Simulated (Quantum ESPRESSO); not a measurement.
# FeSb: energy against a fixed spin moment

How stiff is the total moment of FeSb, and does E(M) have further minima?

Method: LDA; plane waves with GBRV 1.5 LDA potentials, no spin-orbit coupling, in Quantum ESPRESSO 7.5.

The database entry behind the starting cell differs from later determinations by our own check (0.1 to 0.3 % short, probably kX units), so it need not match the best structure at ambient conditions.

## Step 1: Starting point

Symmetry: P6_3/mmc, No. 194, hexagonal system. Conventional cell: a = 4.060 Å, b = 4.060 Å, c = 5.130 Å, α = 90.00°, β = 90.00°, γ = 120.00°. Fe has 2 Fe at 2.56 Å and 6 Sb at 2.67 Å nearest. Nearest to Sb lie 6 Fe at 2.67 Å. Farther neighbours are not listed.

The cell comes from the Crystallography Open Database.

## Step 2: The free run

The input, pw.in:

```
&CONTROL
  calculation = 'scf'
  prefix = 'pwscf'
  outdir = './tmp'
  pseudo_dir = './pseudo'
  disk_io = 'nowf'
  tprnfor = .true.
  tstress = .true.
/
&SYSTEM
  ibrav = 0
  celldm(1) = 8
  nat = 4
  ntyp = 2
  ecutwfc = 40
  ecutrho = 280
  nbnd = 43
  occupations = 'smearing'
  smearing = 'fd'
  degauss = 0.00367493
  nspin = 2
  starting_magnetization(1) = 0.175
  starting_magnetization(2) = 0
/
&ELECTRONS
  conv_thr = 8d-09
  electron_maxstep = 150
  mixing_beta = 0.3
/
ATOMIC_SPECIES
Fe     55.8450 fe_lda_v1.5.uspp.F.UPF
Sb    121.7600 sb_lda_v1.4.uspp.F.UPF
CELL_PARAMETERS alat
   0.9590360082476    0.0000000000000    0.0000000000000
  -0.4795180041238    0.8305495462947    0.0000000000000
   0.0000000000000    0.0000000000000    1.2117868774163
ATOMIC_POSITIONS crystal
Fe      0.0000000000    0.0000000000    0.0000000000
Fe      0.0000000000    0.0000000000    0.5000000000
Sb      0.3333333333    0.6666666667    0.2500000000
Sb      0.6666666667    0.3333333333    0.7500000000
K_POINTS automatic
8 8 8 0 0 0
```

Command:

```
$ OMP_NUM_THREADS=1 mpirun -n 4 pw.x -nk 4 -in pw.in > pw.out
```

The program printed:

```text
Program PWSCF v.7.5 starts

     Message from routine setup:
     using ibrav=0 with symmetry is DISCOURAGED, use correct ibrav instead

     K-points division:     npool     =       4
     Subspace diagonalization in iterative solution of the eigenvalue problem:

     G-vector sticks info
     --------------------
     sticks:   dense  smooth     PW     G-vecs:    dense   smooth      PW
     Sum        1147     649    199                39093    16887    2763

     Using Slab Decomposition

     bravais-lattice index     =            0
     lattice parameter (alat)  =       8.0000  a.u.
     unit-cell volume          =     494.1931 (a.u.)^3
     number of atoms/cell      =            4
     number of atomic types    =            2
     number of electrons       =        62.00
     number of Kohn-Sham states=           43
     kinetic-energy cutoff     =      40.0000  Ry
     charge density cutoff     =     280.0000  Ry
     scf convergence threshold =      8.0E-09
     mixing beta               =       0.3000
     number of iterations used =            8  plain     mixing
     Exchange-correlation=  SLA  PZ   NOGX NOGC
                           (   1   1   0   0   0   0   0)

     celldm(1)=   8.000000  celldm(2)=   0.000000  celldm(3)=   0.000000
     celldm(4)=   0.000000  celldm(5)=   0.000000  celldm(6)=   0.000000

     crystal axes: (cart. coord. in units of alat)
               a(1) = (   0.959036   0.000000   0.000000 )
               a(2) = (  -0.479518   0.830550   0.000000 )
               a(3) = (   0.000000   0.000000   1.211787 )

     reciprocal axes: (cart. coord. in units 2 pi/alat)
               b(1) = (  1.042714  0.602011 -0.000000 )
               b(2) = (  0.000000  1.204022  0.000000 )
               b(3) = (  0.000000 -0.000000  0.825228 )

     PseudoPot. # 1 for Fe read from file:
     fe_lda_v1.5.uspp.F.UPF
     Pseudo is Ultrasoft + core correction, Zval = 16.0
     Generated by new atomic code, or converted to UPF format
     Using radial grid of  861 points,  6 beta functions with:
                l(1) =   0
                l(2) =   0
                l(3) =   1
                l(4) =   1
                l(5) =   2
                l(6) =   2
     Q(r) pseudized with  8 coefficients,  rinner =    1.000   1.000   1.000
                                                       1.000   1.000

     PseudoPot. # 2 for Sb read from file:
     sb_lda_v1.4.uspp.F.UPF
     Pseudo is Ultrasoft + core correction, Zval = 15.0
     Generated by new atomic code, or converted to UPF format
     Using radial grid of  891 points,  6 beta functions with:
                l(1) =   0
                l(2) =   0
                l(3) =   1
                l(4) =   1
                l(5) =   2
                l(6) =   2
     Q(r) pseudized with  8 coefficients,  rinner =    1.350   1.350   1.350
                                                       1.350   1.350

     atomic species   valence    mass     pseudopotential
     Fe               16.00    55.84500     Fe( 1.00)
     Sb               15.00   121.76000     Sb( 1.00)

     Starting magnetic structure
     atomic species   magnetization
     Fe              0.175
     Sb              0.000

     24 Sym. Ops., with inversion, found (12 have fractional translation)

   Cartesian axes

     site n.     atom                  positions (alat units)
         1        Fe     tau(   1) = (   0.0000000   0.0000000   0.0000000  )
         2        Fe     tau(   2) = (   0.0000000   0.0000000   0.6058934  )
         3        Sb     tau(   3) = (  -0.0000000   0.5536997   0.3029467  )
         4        Sb     tau(   4) = (   0.4795180   0.2768498   0.9088402  )

     number of k points=    50  Fermi-Dirac smearing, width (Ry)=  0.0037
                       cart. coord. in units 2pi/alat
        k(    1) = (   0.0000000   0.0000000   0.0000000), wk =   0.0019531
        k(    2) = (   0.0000000   0.0000000   0.1031535), wk =   0.0039062
        k(    3) = (   0.0000000   0.0000000   0.2063069), wk =   0.0039062
        k(    4) = (   0.0000000   0.0000000   0.3094604), wk =   0.0039062
        k(    5) = (   0.0000000   0.0000000  -0.4126138), wk =   0.0019531
        [... 45 further k-points ...]

     Dense  grid:    39093 G-vectors     FFT dimensions: (  45,  45,  54)

     Smooth grid:    16887 G-vectors     FFT dimensions: (  32,  32,  40)

     Check: negative core charge=   -0.000026
     Generating pointlists ...
     new r_m :   0.2499 (alat units)  1.9994 (a.u.) for type    1
     new r_m :   0.2604 (alat units)  2.0828 (a.u.) for type    2

     Initial potential from superposition of free atoms

     starting charge      58.0000, renormalised to      62.0000
     Starting wfcs are   44 randomized atomic wfcs

     Self-consistent Calculation

     iteration #  1     ecut=    40.00 Ry     beta= 0.30
     Davidson diagonalization with overlap
     ethr =  1.00E-02,  avg # of iterations =  5.8

     total energy              =    -868.03309510 Ry
     estimated scf accuracy    <       8.29493555 Ry

     total magnetization       =     3.37 Bohr mag/cell
     absolute magnetization    =     3.91 Bohr mag/cell

     iteration #  2     ecut=    40.00 Ry     beta= 0.30
     Davidson diagonalization with overlap
     ethr =  1.00E-02,  avg # of iterations =  2.6

     total energy              =    -868.45759340 Ry
     estimated scf accuracy    <      11.01081324 Ry

     total magnetization       =     0.62 Bohr mag/cell
     absolute magnetization    =     1.32 Bohr mag/cell

     iteration #  3     ecut=    40.00 Ry     beta= 0.30
     Davidson diagonalization with overlap
     ethr =  1.00E-02,  avg # of iterations =  1.6

     total energy              =    -869.62984975 Ry
     estimated scf accuracy    <       0.72203855 Ry

     total magnetization       =     3.53 Bohr mag/cell
     absolute magnetization    =     4.07 Bohr mag/cell

     [... further iterations left out ...]

     iteration # 11     ecut=    40.00 Ry     beta= 0.30
     Davidson diagonalization with overlap
     ethr =  3.76E-08,  avg # of iterations =  2.5

     total energy              =    -869.74469404 Ry
     estimated scf accuracy    <       0.00000746 Ry

     total magnetization       =     2.98 Bohr mag/cell
     absolute magnetization    =     3.49 Bohr mag/cell

     iteration # 12     ecut=    40.00 Ry     beta= 0.30
     Davidson diagonalization with overlap
     ethr =  1.20E-08,  avg # of iterations =  1.4

     total energy              =    -869.74469555 Ry
     estimated scf accuracy    <       0.00000013 Ry

     total magnetization       =     2.99 Bohr mag/cell
     absolute magnetization    =     3.50 Bohr mag/cell

     iteration # 13     ecut=    40.00 Ry     beta= 0.30
     Davidson diagonalization with overlap
     ethr =  2.14E-10,  avg # of iterations =  2.8

     total energy              =    -869.74469563 Ry
     estimated scf accuracy    <       0.00000004 Ry

     total magnetization       =     2.99 Bohr mag/cell
     absolute magnetization    =     3.50 Bohr mag/cell

     iteration # 14     ecut=    40.00 Ry     beta= 0.30
     Davidson diagonalization with overlap
     ethr =  6.00E-11,  avg # of iterations =  2.0

     Magnetic moment per site  (integrated on atomic sphere of radius R)
     atom   1 (R=0.250)  charge= 14.6463  magn=  1.5853
     atom   2 (R=0.250)  charge= 14.6463  magn=  1.5853
     atom   3 (R=0.260)  charge= 12.1699  magn= -0.0585
     atom   4 (R=0.260)  charge= 12.1699  magn= -0.0585

     End of self-consistent calculation

     Number of k-points >= 100: set verbosity='high' to print the bands.

     the Fermi energy is    13.9363 ev

!    total energy              =    -869.74469566 Ry
     estimated scf accuracy    <          4.7E-09 Ry
     smearing contrib. (-TS)   =      -0.00291346 Ry
     internal energy E=F+TS    =    -869.74178220 Ry

     The total energy is F=E-TS. E is the sum of the following terms:
     one-electron contribution =    -441.20463237 Ry
     hartree contribution      =     256.18898308 Ry
     xc contribution           =    -144.58609743 Ry
     ewald contribution        =    -540.14003548 Ry

     total magnetization       =     2.99 Bohr mag/cell
     absolute magnetization    =     3.50 Bohr mag/cell

     convergence has been achieved in  14 iterations

     Forces acting on atoms (cartesian axes, Ry/au):

     atom    1 type  1   force =     0.00000000   -0.00000000    0.00000000
     atom    2 type  1   force =    -0.00000000    0.00000000    0.00000000
     atom    3 type  2   force =    -0.00000000   -0.00000000    0.00000000
     atom    4 type  2   force =    -0.00000000    0.00000000   -0.00000000

     Total force =     0.000000     Total SCF correction =     0.000000

     Computing stress (Cartesian axis) and pressure

          total   stress  (Ry/bohr**3)                   (kbar)     P=     -122.45
  -0.00078673  -0.00000000   0.00000000         -115.73       -0.00        0.00
   0.00000000  -0.00078673   0.00000000            0.00     -115.73        0.00
   0.00000000   0.00000000  -0.00092369            0.00        0.00     -135.88

=------------------------------------------------------------------------------=
   JOB DONE.
=------------------------------------------------------------------------------=
```

Elapsed: 54 s, on 4 MPI ranks of Arm Neoverse V1, shared host; peak memory 0.54 GiB; 3.6 min of CPU time.

Spin moment in the atom's sphere by atom:

| atom | spin moment in the atom's sphere (μB) |
| --- | --- |
| Fe1 | 1.59 |
| Fe2 | 1.59 |
| Sb3 | -0.06 |
| Sb4 | -0.06 |

Numbers from this step:

| Item | Value |
| --- | --- |
| smearing term TS | 0.03964 eV |
| pressure | -12.24 GPa |
| magnetization | 2.99 μB |
| absolute magnetization | 3.498 μB |
| final state | ferromagnetic |

## Step 3: Moment fixed at 0 μB

The two spin channels are filled to separate Fermi energies, so that the total moment meets the target. Half of the up one less the down one is the slope dE/dM.

Changes to pw.in since step 2:

```diff
@@ -21,4 +21,5 @@
   nspin = 2
-  starting_magnetization(1) = 0.175
+  starting_magnetization(1) = 0.0088
   starting_magnetization(2) = 0
+  tot_magnetization = 0
 /
```

The program printed:

```text
     [... lines left out ...]
Program PWSCF v.7.5 starts
     [... lines left out ...]
     number of atoms/cell      =            4
     [... lines left out ...]
     number of electrons       =        62.00 (up:  31.00, down:  31.00)
     number of Kohn-Sham states=           43
     kinetic-energy cutoff     =      40.0000  Ry
     charge density cutoff     =     280.0000  Ry
     scf convergence threshold =      8.0E-09
     [... lines left out ...]
     24 Sym. Ops., with inversion, found (12 have fractional translation)
     [... lines left out ...]
     number of k points=    50  Fermi-Dirac smearing, width (Ry)=  0.0037
     [... lines left out ...]
     iteration # 12     ecut=    40.00 Ry     beta= 0.30
     [... lines left out ...]
     Magnetic moment per site  (integrated on atomic sphere of radius R)
     atom   1 (R=0.250)  charge= 14.6618  magn=  0.0000
     atom   2 (R=0.250)  charge= 14.6618  magn=  0.0000
     atom   3 (R=0.260)  charge= 12.1568  magn= -0.0000
     atom   4 (R=0.260)  charge= 12.1568  magn= -0.0000
     [... lines left out ...]
     the spin up/dw Fermi energies are    13.7992   13.7993 ev
!    total energy              =    -869.72556510 Ry
     estimated scf accuracy    <          5.7E-09 Ry
     smearing contrib. (-TS)   =      -0.00450712 Ry
     [... lines left out ...]
     total magnetization       =    -0.00 Bohr mag/cell
     absolute magnetization    =     0.00 Bohr mag/cell
     convergence has been achieved in  12 iterations
     [... lines left out ...]
     Total force =     0.000000     Total SCF correction =     0.000000
     [... lines left out ...]
          total   stress  (Ry/bohr**3)                   (kbar)     P=     -157.38
     [... lines left out ...]
```

Run time: 47 s. Hardware: 4 MPI ranks; peak memory 0.55 GiB; 3.1 min of CPU time.

This step gave:

```yaml
magnetization: 0 μB
absolute_magnetization: 0 μB
half_the_difference_of_the_two_fermi_energies: -0.1 meV
largest_moment: 0 μB
```

## Step 4: Moment fixed at 0.419 μB

Changes to pw.in since step 3:

```diff
@@ -21,5 +21,5 @@
   nspin = 2
-  starting_magnetization(1) = 0.0088
+  starting_magnetization(1) = 0.0131
   starting_magnetization(2) = 0
-  tot_magnetization = 0
+  tot_magnetization = 0.419
 /
```

The program printed:

```text
     [... lines left out ...]
Program PWSCF v.7.5 starts
     [... lines left out ...]
     number of atoms/cell      =            4
     [... lines left out ...]
     number of electrons       =        62.00 (up:  31.21, down:  30.79)
     number of Kohn-Sham states=           43
     kinetic-energy cutoff     =      40.0000  Ry
     charge density cutoff     =     280.0000  Ry
     scf convergence threshold =      8.0E-09
     [... lines left out ...]
     24 Sym. Ops., with inversion, found (12 have fractional translation)
     [... lines left out ...]
     number of k points=    50  Fermi-Dirac smearing, width (Ry)=  0.0037
     [... lines left out ...]
     iteration # 12     ecut=    40.00 Ry     beta= 0.30
     [... lines left out ...]
     Magnetic moment per site  (integrated on atomic sphere of radius R)
     atom   1 (R=0.250)  charge= 14.6619  magn=  0.2609
     atom   2 (R=0.250)  charge= 14.6619  magn=  0.2609
     atom   3 (R=0.260)  charge= 12.1569  magn= -0.0222
     atom   4 (R=0.260)  charge= 12.1569  magn= -0.0222
     [... lines left out ...]
     the spin up/dw Fermi energies are    13.7182   13.8764 ev
!    total energy              =    -869.72682628 Ry
     estimated scf accuracy    <          4.9E-09 Ry
     smearing contrib. (-TS)   =      -0.00412225 Ry
     [... lines left out ...]
     total magnetization       =     0.42 Bohr mag/cell
     absolute magnetization    =     0.64 Bohr mag/cell
     convergence has been achieved in  12 iterations
     [... lines left out ...]
     Total force =     0.000000     Total SCF correction =     0.000000
     [... lines left out ...]
          total   stress  (Ry/bohr**3)                   (kbar)     P=     -157.22
     [... lines left out ...]
```

Wall time 47 s (4 MPI ranks); peak memory 0.55 GiB.

Spin moment in the atom's sphere by atom:

| atom | spin moment in the atom's sphere (μB) |
| --- | --- |
| Fe1 | 0.261 |
| Fe2 | 0.261 |
| Sb3 | -0.022 |
| Sb4 | -0.022 |

This step gave:

| Quantity | Value |
| --- | --- |
| magnetization | 0.419 μB |
| absolute magnetization | 0.636 μB |
| half the difference of the two Fermi energies | -79.1 meV |

## Step 5: Moment fixed at 0.838 μB

Changes to pw.in since step 4:

```diff
@@ -21,5 +21,5 @@
   nspin = 2
-  starting_magnetization(1) = 0.0131
+  starting_magnetization(1) = 0.0262
   starting_magnetization(2) = 0
-  tot_magnetization = 0.419
+  tot_magnetization = 0.838
 /
```

The program printed:

```text
     [... lines left out ...]
Program PWSCF v.7.5 starts
     [... lines left out ...]
     number of atoms/cell      =            4
     [... lines left out ...]
     number of electrons       =        62.00 (up:  31.42, down:  30.58)
     number of Kohn-Sham states=           43
     kinetic-energy cutoff     =      40.0000  Ry
     charge density cutoff     =     280.0000  Ry
     scf convergence threshold =      8.0E-09
     [... lines left out ...]
     24 Sym. Ops., with inversion, found (12 have fractional translation)
     [... lines left out ...]
     number of k points=    50  Fermi-Dirac smearing, width (Ry)=  0.0037
     [... lines left out ...]
     iteration # 13     ecut=    40.00 Ry     beta= 0.30
     [... lines left out ...]
     Magnetic moment per site  (integrated on atomic sphere of radius R)
     atom   1 (R=0.250)  charge= 14.6619  magn=  0.5099
     atom   2 (R=0.250)  charge= 14.6619  magn=  0.5099
     atom   3 (R=0.260)  charge= 12.1572  magn= -0.0402
     atom   4 (R=0.260)  charge= 12.1572  magn= -0.0402
     [... lines left out ...]
     the spin up/dw Fermi energies are    13.6632   13.9243 ev
!    total energy              =    -869.73014734 Ry
     estimated scf accuracy    <          2.0E-09 Ry
     smearing contrib. (-TS)   =      -0.00331924 Ry
     [... lines left out ...]
     total magnetization       =     0.84 Bohr mag/cell
     absolute magnetization    =     1.22 Bohr mag/cell
     convergence has been achieved in  13 iterations
     [... lines left out ...]
     Total force =     0.000000     Total SCF correction =     0.000000
     [... lines left out ...]
          total   stress  (Ry/bohr**3)                   (kbar)     P=     -155.70
     [... lines left out ...]
```

Elapsed: 50 s, on 4 MPI ranks; peak memory 0.55 GiB.

This step gave:

```
magnetization                                 : 0.838 μB
absolute magnetization                        : 1.223 μB
half the difference of the two Fermi energies : -130.5 meV
largest moment                                : 0.5099 μB
```

## Step 6: E(M)

The runs not shown differ in the target, the start and the number of states alone. The point at 2.99 μB is the free run, entered with slope zero.

The energy over the lowest by total spin moment:

| total spin moment (μB a cell) | energy over the lowest (meV a cell) |
| --- | --- |
| 0.00 | 260 |
| 0.42 | 243 |
| 0.84 | 198 |
| 1.26 | 140 |
| 1.68 | 84.6 |
| 2.10 | 39.3 |
| 2.51 | 11.4 |
| 2.93 | 0.190 |
| 2.99 | 0 |
| 3.35 | 8.14 |
| 3.77 | 42.0 |
| 4.19 | 106 |

Table of dE/dM by total spin moment:

| total spin moment (μB a cell) | dE/dM (meV/μB) |
| --- | --- |
| 0.00 | -0.0561 |
| 0.42 | -79.1 |
| 0.84 | -131 |
| 1.26 | -140 |
| 1.68 | -120 |
| 2.10 | -92.1 |
| 2.51 | -45.6 |
| 2.93 | -6.64 |
| 2.99 | 0 |
| 3.35 | 45.6 |
| 3.77 | 119 |
| 4.19 | 185 |

Table of largest site moment by total spin moment:

| total spin moment (μB a cell) | largest site moment (μB) |
| --- | --- |
| 0.00 | 3.5e-5 |
| 0.42 | 0.261 |
| 0.84 | 0.510 |
| 1.26 | 0.742 |
| 1.68 | 0.956 |
| 2.10 | 1.16 |
| 2.51 | 1.36 |
| 2.93 | 1.56 |
| 2.99 | 1.59 |
| 3.35 | 1.75 |
| 3.77 | 1.93 |
| 4.19 | 2.11 |

## Step 7: Results

* moment of the free run: 2.99 μB a cell
* energy at zero total moment: 260 meV a cell over the lowest

**Reading.** At zero total moment the site moments vanish, so the 260 meV a cell is the energy of forming them. The points show one minimum alone. All runs start parallel; opposed orders may lie lower.

[Logs and program files are shortened in this print: banners, set-up blocks, solver, clock and traceback lines can be left out without a mark of their own.]

[Logs are printed without paths, hosts, clocks, repeated set-up lines and the standing remarks that a program may print on its own settings, such as how far it seeks lower states.]

[Hosts, paths, dates, database ids (printed as entryN), source tags and the programs' standing remarks are cut or masked in the printed files.]

[Where a cell is said to come from a database of computed structures, the database is the Materials Project.]
